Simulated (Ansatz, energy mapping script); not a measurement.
# MnO (Manganosite): energy mapping under r²SCANh, part 2 of 2

Wanted: the magnetic order of MnO (Manganosite), its couplings and an estimate of its ordering temperature, by r²SCANh.

r²SCANh; plane waves, collinear spin, no spin–orbit coupling.

So far. Step 2 (Order 1: parallel, cell A of 4 atoms): The run ends ferromagnetic. Step 3 (Order 2: compensated +−, cell A of 4 atoms): The run ends antiferromagnetic, 40.41 meV a magnetic atom below the parallel order of its cell.

## (4) Order 3: parallel, cell B of 4 atoms

A new cell needs its own zero of energy.

This run holds the same structure in another cell (c 4.446 → 5.445 Å, α 90.0 → 73.2°, β 90.0 → 73.2°, γ 90.0 → 60.0°).

input.yaml

```yaml
crystal:
  lattice:
    - [0.0, -2.223, -2.223]
    - [-2.223, 0.0, -2.223]
    - [2.223, 2.223, -4.446]
  atoms:
    - { symbol: Mn, position: [0.5, 0.5, 0.5], spin: 4.5 }
    - { symbol: Mn, position: [0.0, 0.0, 0.0], spin: 4.5 }
    - { symbol: O, position: [0.75, 0.75, 0.75] }
    - { symbol: O, position: [0.25, 0.25, 0.25] }
magnetization:
  spin_polarized: true
kpoints:
  mp_grid: { grid: [7, 7, 7] }
hamiltonian:
  xc: r2scanh
scf:
  occupations: { method: fermi_dirac, width: 0.05 }
output:
  eigenvalues: true
```

The run is started by

```sh
$ ansatz run input.yaml --threads 4 --pin off --max-ram 8192MiB --backend cpu --events-out ev --progress --plain --runs-dir out
```

Numbers of over 12 decimals in the logs are rounded to 6 here.

The log of the run:

```text
[...]
Crystal: 4 atoms, lattice volume = 43.942 Å³
Basis set: ecut = 500 eV, 1105 PW (Γ), exchange–correlation on 96×96×160 points (64 copies of the dense FFT grid, shifted against one another)
Bands: 31, of which v1, the nominal top of the filled ones, is band 21 counted from 1 (20 counted from 0)
Symmetry: 24 space group operations
[...]
k-points: 44 of 343
[...]
--- Band table (eV; the first three rows and the last of 88) ---
  k-point 0 ↑: bands = [... 17 lower, 8.7799, 8.7805, 9.0874, 9.0874, 9.4957, 9.4957, 10.0950, 12.4133, ... 6 higher]
  k-point 1 ↑: bands = [... 17 lower, 8.7344, 9.0190, 9.4532, 9.4532, 9.6473, 9.6473, 10.0214, 12.3119, ... 6 higher]
  k-point 2 ↑: bands = [... 17 lower, 8.8372, 9.1944, 9.3359, 9.3359, 9.8334, 10.3400, 10.3400, 12.0197, ... 6 higher]
  k-point 43 ↓: bands = [... 17 lower, 15.8741, 17.2435, 17.3965, 17.5896, 17.6663, 17.8936, 17.9252, 18.4094, ... 6 higher]
[key lines of the parts left out:]
Magnetization: 10.0000 μB (26.0000 up, 16.0000 down)
Free energy (F): -8946.296544 eV
Fermi energy:    12.941463 eV
```

The job ended after 60 s (4 threads of Arm Neoverse V2, shared host; peak memory 3.2 GiB; 3.6 min of CPU time).

The run ends ferromagnetic. For each magnetic atom its energy differs from the parallel run of the first cell by -0.15 meV, an error that one common reference would have brought in.

## (5) Compensated +− start in cell B (4 atoms)

This order reverses 6 of the 12 neighbours at 3.14 Å and 6 of the 6 neighbours at 4.45 Å, counted for an average magnetic atom.

Changes to input.yaml since step 4:

```diff
@@ -7,3 +7,3 @@
     - { symbol: Mn, position: [0.5, 0.5, 0.5], spin: 4.5 }
-    - { symbol: Mn, position: [0.0, 0.0, 0.0], spin: 4.5 }
+    - { symbol: Mn, position: [0.0, 0.0, 0.0], spin: -4.5 }
     - { symbol: O, position: [0.75, 0.75, 0.75] }
```

The log of the run:

```text
[...]
Crystal: 4 atoms, lattice volume = 43.942 Å³
Basis set: ecut = 500 eV, 1105 PW (Γ), exchange–correlation on 96×96×160 points (64 copies of the dense FFT grid, shifted against one another)
Bands: 31, of which v1, the nominal top of the filled ones, is band 21 counted from 1 (20 counted from 0)
Symmetry: 12 space group operations
[...]
k-points: 44 of 343
[...]
--- Band table (eV; the first three rows and the last of 88) ---
  k-point 0 ↑: bands = [... 17 lower, 9.0697, 9.3796, 10.8434, 10.8434, 14.1201, 16.4902, 16.5773, 16.5773, ... 6 higher]
  k-point 1 ↑: bands = [... 17 lower, 9.0662, 9.5018, 10.9821, 10.9821, 14.4681, 16.3741, 16.5643, 16.5643, ... 6 higher]
  k-point 2 ↑: bands = [... 17 lower, 9.0746, 9.5537, 11.2442, 11.2442, 15.2656, 16.1731, 16.5345, 16.5345, ... 6 higher]
  k-point 43 ↓: bands = [... 17 lower, 9.6901, 9.7515, 11.0545, 11.1786, 16.5441, 16.5987, 17.2919, 17.9344, ... 6 higher]
[key lines of the parts left out:]
Magnetization: 0.0000 μB (21.0000 up, 21.0000 down)
Free energy (F): -8946.455013 eV
Fermi energy:    12.831949 eV
```

It took 64 s on 4 threads; peak memory 3.1 GiB.

The run ends antiferromagnetic, 79.23 meV a magnetic atom below the parallel order of its cell.

## (6) Mapping onto a Heisenberg model

Each energy difference is a sum of couplings weighted by the pairs that the order reverses. A few near shells are fitted to the differences by least squares. Energies are those extrapolated to zero occupation width, not the free energies F.

The orders side by side; each is measured from the parallel order in the same cell and on the same mesh:

| order | atoms | energy (meV a magnetic atom) | moments (μB) | moments kept as typed | opposed neighbours at 3.14, 4.45 Å |
| --- | --- | --- | --- | --- | --- |
| parallel in cell A | 4 | 0.00 | 4.30 | yes | 0, 0 |
| compensated +− in cell A | 4 | -40.41 | 4.29 | yes | 8, 0 |
| parallel in cell B | 4 | 0.00 | 4.30 | yes | 0, 0 |
| compensated +− in cell B | 4 | -79.23 | 4.26 | yes | 6, 6 |

Couplings from the energies, with E = −Σ J e·e over ordered pairs:

| pair | distance (Å) | neighbours | J (meV) |
| --- | --- | --- | --- |
| Mn–Mn | 3.14 | 12 | -2.53 |
| Mn–Mn | 4.45 | 6 | -4.08 |

These orders cannot tell some unfitted shells from fitted ones: the value at 3.14 Å holds J(3.14) + 2 J(5.45) + 2 J(7.03); other unfitted shells add to the values wholly or in part. No temperature is drawn.

## (7) Beside the first set of runs

The first set of orders, under PBE+U (4 eV), took 24 s of CPU time summed over its finished orders (seed run apart), these 12 min.

| quantity | this set | first set |
| --- | --- | --- |
| J at 3.14 Å, meV | -2.53 | -3.50 |
| J at 4.45 Å, meV | -4.08 | -2.91 |

The coupling that led in the first set goes from -3.50 to -2.53 meV.

## (8) Outcome

```json
{
 "lowest order tried": "compensated +− in cell B",
 "largest fitted value (a combination of shells), Mn–Mn at 4.45 Å": "-4.08 meV"
}
```

**Reading.** Of the orders tried, MnO (Manganosite) prefers the order “compensated +− in cell B” under r²SCANh, with 6 of 12 neighbours at 3.14 Å and 6 of 6 neighbours at 4.45 Å opposed. Orders that were not tried, spirals among them, may lie lower. The coupling at 4.45 Å is 1.4 times that of the first set, at 29 times the CPU time. The largest fitted coupling is the Mn–Mn pair at 4.45 Å, antiferromagnetic at -4.1 meV, across a ligand at about 180°. It also takes up the part of reversed shells that are not fitted, so neither its size nor its rank as a single path is established. The orders also reverse pairs at 5.45 Å, which are not fitted, so the fitted values hold their part too. No fitted order reverses the pairs at 6.29 Å, so their coupling is unknown and is set to zero in the model. 2 energy differences fix 2 couplings with none to spare, so the fit tests nothing. In the fitted orders moments change by up to 1.0 % against the parallel run of the same cell, so their size stays put. With a near shell that the orders cannot separate, no temperature is given.

[Logs and program files are shortened in this print: banners, set-up blocks, solver, clock and traceback lines can be left out without a mark of their own.]

[Logs are printed without paths, hosts, clocks, repeated set-up lines and the standing remarks that a program may print on its own settings, such as how far it seeks lower states.]

[Hosts, paths, dates, database ids (printed as entryN), source tags and the programs' standing remarks are cut or masked in the printed files.]

[Where a cell is said to come from a database of computed structures, the database is the Materials Project.]
